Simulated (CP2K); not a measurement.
Two runs for the C K edge of 2-acetylfuran. Run A: CP2K XAS_TDP, all-electron GAPW, PBEh(45%), aug-cc-pVDZ, TDA, no relativity. Run B differs in one setting.

First lines with a strength over 0.0015. A:

```
                     atom  energy (eV)  states  strength, one atom
 C1 (bonded to C and 3 H)       284.02       1              0.0053
                                284.66       1              0.0207
                                284.90       1              0.0204
                                285.38       1              0.0024
                                285.50       2              0.0030
 C2 (bonded to 2 C and O)       281.92       1              0.0625
                                287.01       1              0.0105
                                288.12       1              0.0020
                                288.37       1              0.0021
                                288.56       1              0.0046
 C4 (bonded to 2 C and O)       282.34       1              0.0295
                                285.39       1              0.0242
                                286.06       1              0.0147
                                286.67       1              0.0089
                                286.81       1              0.0274
 C5 (bonded to 2 C and H)       281.07       1              0.0452
                                284.44       1              0.0067
                                284.87       1              0.0072
                                285.60       1              0.0042
                                286.07       1              0.0047
 C6 (bonded to 2 C and H)       282.05       1              0.0389
                                282.99       1              0.0153
                                284.48       1              0.0104
                                285.46       1              0.0021
                                285.95       1              0.0015
C7 (bonded to C, O and H)       282.40       1              0.0523
                                285.80       1              0.0054
                                285.92       1              0.0161
                                286.69       1              0.0123
                                287.04       1              0.0024
```

B:

```
                     atom  energy (eV)  states  strength, one atom
 C1 (bonded to C and 3 H)       290.41       1              0.0052
                                291.06       1              0.0203
                                291.29       1              0.0199
                                291.77       1              0.0024
                                291.89       2              0.0029
 C2 (bonded to 2 C and O)       288.25       1              0.0611
                                293.34       1              0.0103
                                294.45       1              0.0019
                                294.71       1              0.0020
                                294.90       1              0.0045
 C4 (bonded to 2 C and O)       287.80       1              0.0289
                                290.85       1              0.0237
                                291.53       1              0.0145
                                292.13       1              0.0087
                                292.28       1              0.0268
 C5 (bonded to 2 C and H)       287.01       1              0.0442
                                290.38       1              0.0066
                                290.81       1              0.0070
                                291.54       1              0.0041
                                292.01       1              0.0046
 C6 (bonded to 2 C and H)       288.03       1              0.0381
                                288.97       1              0.0150
                                290.46       1              0.0102
                                291.44       1              0.0020
                                292.12       1              0.0041
C7 (bonded to C, O and H)       288.15       1              0.0513
                                291.55       1              0.0053
                                291.67       1              0.0158
                                292.44       1              0.0120
                                292.79       1              0.0024
```

**Question.** Which was it: scalar relativity switched on, the basis, GW2X switched on, the functional?

GW2X switched on. GW2X shifts an atom's lines together and keeps their spacings. Against PBEh(45%) in aug-cc-pVDZ, the leading lines move by +6.40 eV (C1, to 291.06), +6.33 eV (C2, to 288.25), +5.46 eV (C4, to 287.80), +5.94 eV (C5, to 287.01), +5.98 eV (C6, to 288.03) and +5.75 eV (C7, to 288.15).

[Banner, clock and machine lines of the logs are left out without a mark of their own.]

[Logs are printed without paths, hosts, clocks, repeated set-up lines and the standing remarks that a program may print on its own settings, such as how far it seeks lower states.]

[Hosts, paths, dates, database ids (printed as entryN), source tags and the programs' standing remarks are cut or masked in the printed files.]
